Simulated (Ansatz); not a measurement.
# Equation of state of cuprite Cu2O

How stiff is cuprite Cu2O under hydrostatic load? Each row scales the relaxed cell evenly and relaxes the atoms. The phase is followed to these pressures whether or not it stays the stable one.

Calculated with Ansatz 0.2.0, PBEsol, PAW files of the set soft_1, cutoff 600 eV, Fermi–Dirac smearing 0.02 eV, k-mesh 7×7×7, no spin polarisation, no spin-orbit coupling.

Reference cell, relaxed at zero pressure with PBEsol (Pn-3m): a = 4.2222 Å, b = 4.2222 Å, c = 4.2222 Å, α = 90.00°, β = 90.00°, γ = 90.00°.

```
atom       x       y       z
  Cu  0.2500  0.2500  0.2500
  Cu  0.2500  0.7500  0.7500
  Cu  0.7500  0.7500  0.2500
  Cu  0.7500  0.2500  0.7500
   O  0.0000  0.0000  0.0000
   O  0.5000  0.5000  0.5000
```

| V (Å³/atom) | V/V0 | P (GPa) | E − E0 (meV/atom) |
| --- | --- | --- | --- |
| 12.0430 | 0.9600 | 5.860 | 8.8 |
| 12.2939 | 0.9800 | 2.764 | 2.1 |
| 12.7957 | 1.0200 | −2.460 | 2.0 |
| 13.0466 | 1.0400 | −4.657 | 7.6 |
| 13.2975 | 1.0600 | −6.616 | 16.4 |

V0 = 12.5448 Å³ an atom, where the residual pressure P0 is +0.003 GPa. **Question.** Fit the Birch–Murnaghan law and give the pressure and the energy at V = 11.7921 Å³ an atom, a row left out above.

With the Eulerian strain f = ½[(V0/V)^(2/3) − 1] and F = (P − P0)/[3f(1 + 2f)^(5/2)], the third-order law is the line F = B0 + (3/2) B0 (B′ − 4) f.

| f | F (GPa) |
| --- | --- |
| 0.01379 | 132.22 |
| 0.00678 | 131.25 |
| −0.00656 | 129.40 |
| −0.01290 | 128.50 |
| −0.01905 | 127.62 |

A straight line through the 5 rows: the means are −0.003588 for f and 129.8 for F, Σ(Δx)² = 0.0007441 and ΣΔxΔy = 0.1041, so the slope is 0.1041/0.0007441 = 139.89 and the intercept 129.8 − (139.89)(−0.003588) = 130.3.

Hence B0 = 130.3 GPa and B′ = 4 + (139.9)/(1.5 × 130.3) = 4.72. For the withheld volume f = 0.02106, F = 133.25 GPa and P = 9.33 GPa, an extrapolation past the fitted rows. The run itself gives 9.33 GPa, so the estimate misses by 0.00 GPa, a rounding's worth.

Integrating the same law gives E − E0 = (9/2) B0 V0 f²[1 + (B′ − 4) f] + P0(V0 − V), with 1 GPa Å³ = 6.2415 meV: 20.7 meV an atom. The run itself gives 20.7 meV, so the estimate misses by 0.0 meV, a rounding's worth.

Measured volume: 12.962 Å³ an atom (doi:10.1107/S0108767389012596), so V0 is −3.2 % off. A stiffness follows the volume as d ln B/d ln V = −B′, which moves B0 by about −14 % when it is taken at the measured volume.

The calculation is for a static lattice, while measurements hold thermal and zero-point motion.

[Logs are printed without paths, hosts, clocks, repeated set-up lines and the standing remarks that a program may print on its own settings, such as how far it seeks lower states.]
